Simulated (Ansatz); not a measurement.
Planning a run of Ansatz 0.2.0 on KCaF3 (Pm-3m). The input:

```yaml
crystal:
  lattice:
    - [8.963452, 0.0, 0.0]
    - [0.0, 8.963452, 0.0]
    - [0.0, 0.0, 8.963452]
  atoms:
    - { symbol: K, position: [0.25, 0.25, 0.25] }
    - { symbol: Ca, position: [0.0, 0.0, 0.0] }
    - { symbol: F, position: [0.0, 0.25, 0.0] }
    - { symbol: F, position: [0.0, 0.0, 0.25] }
    - { symbol: F, position: [0.25, 0.0, 0.0] }
    - { symbol: K, position: [0.25, 0.25, 0.75] }
    - { symbol: Ca, position: [0.0, 0.0, 0.5] }
    - { symbol: F, position: [0.0, 0.25, 0.5] }
    - { symbol: F, position: [0.0, 0.0, 0.75] }
    - { symbol: F, position: [0.25, 0.0, 0.5] }
    - { symbol: K, position: [0.25, 0.75, 0.25] }
    - { symbol: Ca, position: [0.0, 0.5, 0.0] }
    - { symbol: F, position: [0.0, 0.75, 0.0] }
    - { symbol: F, position: [0.0, 0.5, 0.25] }
    - { symbol: F, position: [0.25, 0.5, 0.0] }
    - { symbol: K, position: [0.25, 0.75, 0.75] }
    - { symbol: Ca, position: [0.0, 0.5, 0.5] }
    - { symbol: F, position: [0.0, 0.75, 0.5] }
    - { symbol: F, position: [0.0, 0.5, 0.75] }
    - { symbol: F, position: [0.25, 0.5, 0.5] }
    - { symbol: K, position: [0.75, 0.25, 0.25] }
    - { symbol: Ca, position: [0.5, 0.0, 0.0] }
    - { symbol: F, position: [0.5, 0.25, 0.0] }
    - { symbol: F, position: [0.5, 0.0, 0.25] }
    - { symbol: F, position: [0.75, 0.0, 0.0] }
    - { symbol: K, position: [0.75, 0.25, 0.75] }
    - { symbol: Ca, position: [0.5, 0.0, 0.5] }
    - { symbol: F, position: [0.5, 0.25, 0.5] }
    - { symbol: F, position: [0.5, 0.0, 0.75] }
    - { symbol: F, position: [0.75, 0.0, 0.5] }
    - { symbol: K, position: [0.75, 0.75, 0.25] }
    - { symbol: Ca, position: [0.5, 0.5, 0.0] }
    - { symbol: F, position: [0.5, 0.75, 0.0] }
    - { symbol: F, position: [0.5, 0.5, 0.25] }
    - { symbol: F, position: [0.75, 0.5, 0.0] }
    - { symbol: K, position: [0.75, 0.75, 0.75] }
    - { symbol: Ca, position: [0.5, 0.5, 0.5] }
    - { symbol: F, position: [0.5, 0.75, 0.5] }
    - { symbol: F, position: [0.5, 0.5, 0.75] }
    - { symbol: F, position: [0.75, 0.5, 0.5] }
kpoints:
  mp_grid: { grid: [1, 1, 1] }
hamiltonian:
  xc: lda
scf:
  occupations: { method: fixed }
gw:
  n_empty_bands: 760
  ecut_chi: 60.0
  qp_bands: [v1, c1]
  qp_kpoints: band_edges
  screening: { model: contour_deformation }
```

```sh
ansatz run input.yaml --threads 16 --pin off --max-ram 36864MiB --backend cpu --events-out ev --progress --plain --runs-dir out
```

**Question.** How long will it take on 16 threads of Arm Neoverse V2, shared host, and how much memory?

It took 24 s; on shared hardware allow 12 s to 48 s. Peak host memory was 3.4 GiB. The sizes that set the cost: 13997 plane waves a state, 1 irreducible k points, 920 bands summed, 751 plane waves in the screening and 7 SCF cycles.

The screening grows as filled bands × empty bands × pairs of k points, times the square of the screening basis for the matrix.

[Paths, hosts, dates, memory and timing lines, banners, echoed tables and standing remarks are left out of the program output.]

[Logs are printed without paths, hosts, clocks, repeated set-up lines and the standing remarks that a program may print on its own settings, such as how far it seeks lower states.]

[Runs of the session that timed out or met a known fault of the program may be left out.]

[Cells called generated may have been cut or substituted from an entry of the Crystallography Open Database or the Materials Project.]

[Hosts, paths, dates, database ids (printed as entryN), source tags and the programs' standing remarks are cut or masked in the printed files.]
